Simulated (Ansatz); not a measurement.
# Changed inputs in constrained RPA: Ca2CrO4 (started from the K2NiF4 type) (I4/mmm), part 2 of 2

Aim: hold the target of a cRPA run on Ca2CrO4 (started from the K2NiF4 type) (I4/mmm) and move one thing at a time.

Ansatz 0.2.0; constrained RPA on LDA, plane waves, PAW.

So far. Step 4 (Changed: 2×2×2 mesh): On the Cr t2g shell, screening brings the on-site interaction from 16.4 eV down to U = 3.28 eV.

The structure was built from a prototype and need not be the compound's stable phase.

## Step 6: Changed: volume -3 %

This step: constrained RPA on LDA, plane waves, PAW.

The cell differs from the one that the last finished run ended in (a 6.480 → 6.415 Å, b 6.480 → 6.415 Å, c 6.480 → 6.415 Å).

input.yaml reads:

```yaml
crystal:
  lattice:
    - [-1.7672523769, 1.7672523769, -5.907882867]
    - [1.7672523769, -1.7672523769, -5.907882867]
    - [-1.7672523769, -1.7672523769, 5.907882867]
  atoms:
    - { symbol: Ca, position: [0.350648176, 0.350648176, 0.0] }
    - { symbol: Ca, position: [0.649351824, 0.649351824, 0.0] }
    - { symbol: Cr, position: [0.0, 0.0, 0.0] }
    - { symbol: O, position: [0.0, 0.5, 0.5] }
    - { symbol: O, position: [0.5, 0.0, 0.5] }
    - { symbol: O, position: [0.1654416634, 0.1654416634, 0.0] }
    - { symbol: O, position: [0.8345583366, 0.8345583366, 0.0] }
kpoints:
  mp_grid: { grid: [12, 12, 12] }
hamiltonian:
  xc: lda
scf:
  occupations: { method: gaussian, width: 0.08 }
  n_extra_bands: 19
  max_iter: 150
  lower_state_search: "off"
output:
  crpa:
    kmesh: [6, 6, 6]
    target_bands: [v1, c2]
    projections: [{ species: Cr, l: d, shell: 3, orbitals: [dxz, dyz, dxy] }]
  local_orbitals:
    kmesh: [6, 6, 6]
    orbitals: [{ species: Cr, l: d, shell: 3, orbitals: [dxz, dyz, dxy] }]
    window: { bands: [v1, c2] }
    seedname: lo
```

Run with:

```
$ ansatz run input.yaml --threads 8 --pin off --max-ram 14745MiB --backend cpu --events-out ev --progress --plain --runs-dir out
```

Numbers of over 12 decimals in the logs are rounded to 6 here.

The log of the run:

```text
[...]
Crystal: 7 atoms, lattice volume = 73.806 Å³
Basis set: ecut = 420 eV, 1427 PW (Γ)
Bands: 48, of which v1, the nominal top of the filled ones, is band 29 counted from 1 (28 counted from 0)
Symmetry: 16 space group operations
[...]
k-points: 163 of 1728
[...]
k-point 162: bands = [... 25 lower, 8.7077, 9.4666, 9.4666, 10.2109, 11.7994, 11.7994, 13.1603, 14.3944, ... 15 higher]
[...]
χ-basis size per q: N_G = 256..284
[...]
Site 2, 3D, 3 of 5 d orbitals (Wannier functions 1, 2, 3; wannier90's mr 2, 3, 5):
      screened: U = 3.1046 eV, U' = 2.2723 eV, J = 0.3884 eV
      screened, to within: U = 6.6e-3 eV, U' = 6.6e-3 eV, J = 7.1e-4 eV
      bare: V = 16.0433 eV, V' = 14.8644 eV, J = 0.5343 eV
[...]
[key lines of the parts left out:]
SCF converged after 9 iterations
Free energy (F): -9098.048819 eV
Fermi energy:    11.884807 eV
```

Wall time 8.6 min (8 threads of Arm Neoverse V1, shared host); peak memory 1.3 GiB.

Numbers from this step:

```
U                                                 : 3.105 eV
U prime (inter-orbital)                           : 2.272 eV
J                                                 : 0.3884 eV
bare V                                            : 16.04 eV
bare J                                            : 0.5343 eV
stated bound on U                                 : 0.006531 eV
U over bare V                                     : 0.1935
electrons in the window                           : 2.000
head of the constrained inverse dielectric matrix : 0.1837
least eigenvalue of the projection's overlap      : 0.6169
target functions                                  : 3
bands in the sums                                 : 62
r.m.s. miss of the model bands                    : 0.006359 eV
width of the target bands                         : 3.021 eV
weight of the projected orbitals in the window    : 0.6930
```

On the Cr t2g shell, screening brings the on-site interaction from 16.0 eV down to U = 3.10 eV.

## Step 7: Changed: volume -6 %

The cell differs from the one that the last finished run ended in (a 6.415 → 6.348 Å, b 6.415 → 6.348 Å, c 6.415 → 6.348 Å).

input.yaml: that of step 6 with these lines changed.

```diff
@@ -2,5 +2,5 @@
   lattice:
-    - [-1.7672523769, 1.7672523769, -5.907882867]
-    - [1.7672523769, -1.7672523769, -5.907882867]
-    - [-1.7672523769, -1.7672523769, 5.907882867]
+    - [-1.7488421591, 1.7488421591, -5.8463379448]
+    - [1.7488421591, -1.7488421591, -5.8463379448]
+    - [-1.7488421591, -1.7488421591, 5.8463379448]
   atoms:
```

The log of the run:

```text
[...]
Crystal: 7 atoms, lattice volume = 71.523 Å³
Basis set: ecut = 420 eV, 1403 PW (Γ)
Bands: 48, of which v1, the nominal top of the filled ones, is band 29 counted from 1 (28 counted from 0)
Symmetry: 16 space group operations
[...]
k-points: 163 of 1728
[...]
k-point 162: bands = [... 25 lower, 9.1559, 9.9349, 9.9349, 10.6754, 12.3324, 12.3324, 13.7917, 14.9867, ... 15 higher]
[...]
χ-basis size per q: N_G = 247..276
[...]
Site 2, 3D, 3 of 5 d orbitals (Wannier functions 1, 2, 3; wannier90's mr 2, 3, 5):
      screened: U = 3.1418 eV, U' = 2.3112 eV, J = 0.3881 eV
      screened, to within: U = 6.4e-3 eV, U' = 6.4e-3 eV, J = 6.9e-4 eV
      bare: V = 16.0074 eV, V' = 14.8324 eV, J = 0.5319 eV
[...]
[key lines of the parts left out:]
SCF converged after 9 iterations
Free energy (F): -9097.909371 eV
Fermi energy:    12.427034 eV
```

It took 8.6 min on 8 threads; peak memory 1.3 GiB; 65 min of CPU time.

Numbers from this step:

```yaml
u: 3.142 eV
u_prime_inter_orbital: 2.311 eV
j: 0.3881 eV
bare_v: 16.01 eV
bare_j: 0.5319 eV
stated_bound_on_u: 0.006331 eV
u_over_bare_v: 0.1963
electrons_in_the_window: 2.000
head_of_the_constrained_inverse_dielectric_matrix: 0.1848
least_eigenvalue_of_the_projection_s_overlap: 0.6177
target_functions: 3
bands_in_the_sums: 62
r_m_s_miss_of_the_model_bands: 0.006827 eV
width_of_the_target_bands: 3.169 eV
weight_of_the_projected_orbitals_in_the_window: 0.6908
```

On the Cr t2g shell, screening brings the on-site interaction from 16.0 eV down to U = 3.14 eV.

## Step 8: Side by side

Times are wall times on 8 threads of Arm Neoverse V1, shared host, good to a factor of about two.

| run | bare V (eV) | U (eV) | J (eV) | bound on U (eV) | width (eV) | time |
| --- | --- | --- | --- | --- | --- | --- |
| target window | 16.07 | 3.064 | 0.388 | 0.0067 | 2.88 | 11 min |
| 4×4×4 mesh | 16.13 | 3.053 | 0.389 | 0.0066 | 2.88 | 87 s |
| 2×2×2 mesh | 16.38 | 3.275 | 0.389 | 0.0063 | 2.88 | 12 s |
| volume -3 % | 16.04 | 3.105 | 0.388 | 0.0065 | 3.02 | 8.6 min |
| volume -6 % | 16.01 | 3.142 | 0.388 | 0.0063 | 3.17 | 8.6 min |

## Step 9: Summary of results

```yaml
target_window: U 3.06 eV, J 0.39 eV
4x4x4_mesh: U 3.05 eV, J 0.39 eV
2x2x2_mesh: U 3.28 eV, J 0.39 eV
volume_minus_3: U 3.10 eV, J 0.39 eV
volume_minus_6: U 3.14 eV, J 0.39 eV
```

What this shows: 4×4×4 mesh moves U by −0.01 eV (within the solver's bounds, for the mean over orbitals) at 0.14 times the time. 2×2×2 mesh moves U by +0.21 eV at 0.019 times the time. Volume -3 % moves U by +0.04 eV. Volume -6 % moves U by +0.08 eV. The printed bound covers the solver alone, not the mesh, and no denser mesh than the base was run. The parent state is non-magnetic and the interaction static (zero frequency); U depends on the window and the orbitals, so it belongs to this model alone.

[Paths, hosts, dates, memory and timing lines, banners, echoed tables and standing remarks are left out of the program output.]

[Logs are printed without paths, hosts, clocks, repeated set-up lines and the standing remarks that a program may print on its own settings, such as how far it seeks lower states.]

[Runs of the session that timed out or met a known fault of the program may be left out.]

[Hosts, paths, dates, database ids (printed as entryN), source tags and the programs' standing remarks are cut or masked in the printed files.]
